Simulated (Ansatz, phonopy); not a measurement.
# Grüneisen parameters and expansion of TlGa (hypothetical, Fm-3m), part 4 of 4

Aim: how the vibrations of TlGa (hypothetical) shift with volume, and the expansion that follows. The crystal structure is hypothetical: it was made by swapping elements on a known structure type.

Ansatz 0.2.0; DFT PBE, scalar-relativistic, plane waves, PAW.

So far. Step 14 (Phonons, V/V0 0.97): The lowest solved frequency is -21.5 cm⁻¹, so the cell is unstable here and gives no valid free energy. The highest zone-centre mode (no LO–TO term) moved by +6.5 % for a volume change of -3.0 %. Step 15 (A cell at another volume, V/V0 1.05): The run ends at a pressure of -1.14 GPa.

### 16. Lattice dynamics at this volume, V/V0 1.05

Phonons at this volume give one point of F(V, T); meshes stay fixed along the series.

input.yaml reads:

```yaml
crystal:
  lattice:
    - [0.0, 3.0444809362, 3.0444809362]
    - [3.0444809362, 0.0, 3.0444809362]
    - [3.0444809362, 3.0444809362, 0.0]
  atoms:
    - { symbol: Tl, position: [0.0, 0.0, 0.0] }
    - { symbol: Ga, position: [0.5, 0.5, 0.5] }
kpoints:
  mp_grid: { grid: [12, 12, 12] }
hamiltonian:
  xc: pbe
scf:
  occupations: { method: methfessel_paxton, width: 0.15 }
output:
  eigenvalues: true
phonons:
  method: dfpt
  qmesh: [4, 4, 4]
  temperatures: { t_max: 1000, t_step: 50 }
  qpath:
    path:
      - [[0.0, 0.0, 0.0], [0.5, 0.0, 0.5], [0.625, 0.25, 0.625]]
      - [[0.375, 0.375, 0.75], [0.0, 0.0, 0.0], [0.5, 0.5, 0.5], [0.5, 0.25, 0.75], [0.5, 0.0, 0.5]]
    npoints: 10
```

On the command line:

```
$ ansatz run input.yaml --threads 4 --pin off --max-ram 8192MiB --backend cpu --events-out ev --progress --plain --runs-dir out
```

Numbers of over 12 decimals in the logs are rounded to 6 here.

Output:

```text
[...]
Crystal: 2 atoms, lattice volume = 56.438 Å³
Basis set: ecut = 420 eV, 1067 PW (Γ), exchange–correlation on 60×60×60 points (8 copies of the dense FFT grid, shifted against one another)
Bands: 17, of which v1, the nominal top of the filled ones, is band 13 counted from 1 (12 counted from 0)
Symmetry: 48 space group operations
k-points: 72 of 1728
[...]
k-point 71: bands = [... 9 lower, -3.4182, 2.2701, 3.0195, 5.8038, 5.8038, 11.7681, 12.3405, 15.5032]
[...]
ASR residual: 1.161e-4 → 0.000e0 eV/Å²; symmetrization residual: 2.281e-5 eV/Å²
  ASR residual per site (eV/Å²): 7.05e-5 1.16e-4
  Γ frequencies (cm⁻¹): 0.00 0.00 0.00 91.19 91.19 91.19
--- Phonons (arbitrary-q DFPT): 8 irreducible q on the 4×4×4 mesh ---
[...]
interpolated dispersion: 62 rows × 6 modes
[...]
[key lines of the parts left out:]
SCF converged after 10 iterations
Free energy (F): -15226.776995 eV
Fermi energy:    7.827654 eV
```

Run time: 5.3 min. Hardware: 4 threads of Arm Neoverse V2, shared host; peak memory 3.6 GiB.

No LO-TO term. Phonon branches along the path, in cm⁻¹:

```
    point  branch 1  branch 2  branch 3  branch 4  branch 5  branch 6
        Γ         0         0         0        91        91        91
  halfway       -15       -15        39        66        98        98
        X       -12       -12        -6        99        99       111
  halfway        -7         5         6        96        97       108
        U         8        11        14        89        91       103
jump to K         8        11        14        89        91       103
  halfway       -18        39        43        62        71       103
        Γ         0         0         0        91        91        91
  halfway        26        26        31        87        87        89
        L        47        48        48        62        70        70
  halfway        15        17        46        65        90        90
        W       -15       -15        44        59       102       102
  halfway       -12         1        20        86       102       106
        X       -12       -12        -6        99        99       111
```

The phonon branches as a text plot (rows in cm⁻¹):

```
    108 |           *****                                     ***
    103 |         **     *********                       ******
     98 |   *************         ***                   *      **
     92 |***     *      ***         ********          **      *
     87 |  *              *       ***       *        *
     81 |                  *     *           **     *        *
     76 |   *   *           *    *            **   *        *
     71 |                   *   *              ****
     65 |    ***             ***                * ******
     60 |                       *                *      ****
     54 |                      *
     49 |                                       ******
     44 |    **                **              ** *   *****
     38 |   *  *             *****            *    *       *
     33 |                   *    *          **      *       *
     28 |  *                      **       **        *       *
     22 |       *          *      ***     **         *
     17 |                 *  **     *     *           *
     11 | *      *      ****         *   *                    *
      6 |        ***   ** *          *  *              *      *
      1 |*                            **               *
     -5 | *         ****    *        *                       * **
    -10 |  *    * *****    *        *                   *   *****
    -16 |   ****            ********                     ****
         Γ           X  U|K            Γ         L        W     X
```

The lowest solved frequency is -15.1 cm⁻¹, so the cell is unstable here and gives no valid free energy. The highest zone-centre mode (no LO–TO term) moved by -9.5 % for a volume change of +5.0 %.

### 17. Mode Grüneisen parameters

This step: DFT PBE, scalar-relativistic, plane waves, PAW (phonopy 4.10.0).

Volume series, by row:

```
 V/V0  V (Å³/atom)  pressure (GPa)  E - E0 (meV/atom)  gap (eV)  zero-point energy (meV/atom)  lowest on the path (cm⁻¹)  highest at Gamma without the LO-TO term (cm⁻¹)
 0.97        26.07           0.886               1.88         0                             -                     -22.08                                           107.3
0.985        26.47           0.379              0.357         0                             -                     -21.81                                           104.1
    1        26.88          -0.006                  0         0                             -                     -20.84                                           100.8
1.015        27.28           -0.32              0.448         0                             -                     -19.84                                           97.45
 1.03        27.68          -0.657              1.662         0                             -                     -18.98                                           94.54
 1.05        28.22          -1.136              4.688         0                             -                     -18.29                                           91.19
```

Optical frequency at Gamma without the LO-TO term, mode 4 against V/V0:

```
  V/V0  optical frequency at Gamma without the LO-TO term, mode 4 (cm⁻¹)
0.9700                                                               107
0.9850                                                               104
1.0000                                                               101
1.0150                                                              97.5
1.0300                                                              94.5
1.0500                                                              91.2
```

### 18. What came out

* lowest frequency over the volumes: -22.1 cm⁻¹

**Reading.** Imaginary modes appear at V/V0 = 0.97, 0.985, 1, 1.015, 1.03 and 1.05, so too few stable volumes remain for a free-energy fit. Mode Grüneisen parameters diverge near a vanishing branch and are not given. The softest solved mode at V/V0 = 0.97 is 22i cm⁻¹ at q = (0.25, -0.5, -0.25), and 4 of 8 solved wavevectors carry a mode beyond 8i cm⁻¹. In a metal soft modes also hang on the k-mesh and the smearing, which were not converged here.

[Logs are printed without paths, hosts, clocks, repeated set-up lines and the standing remarks that a program may print on its own settings, such as how far it seeks lower states.]

[Hosts, paths, dates, database ids (printed as entryN), source tags and the programs' standing remarks are cut or masked in the printed files.]

[A step with changed settings may run another functional than the one named; its input shows which.]

[Of the runs on displaced cells, only some may be shown.]
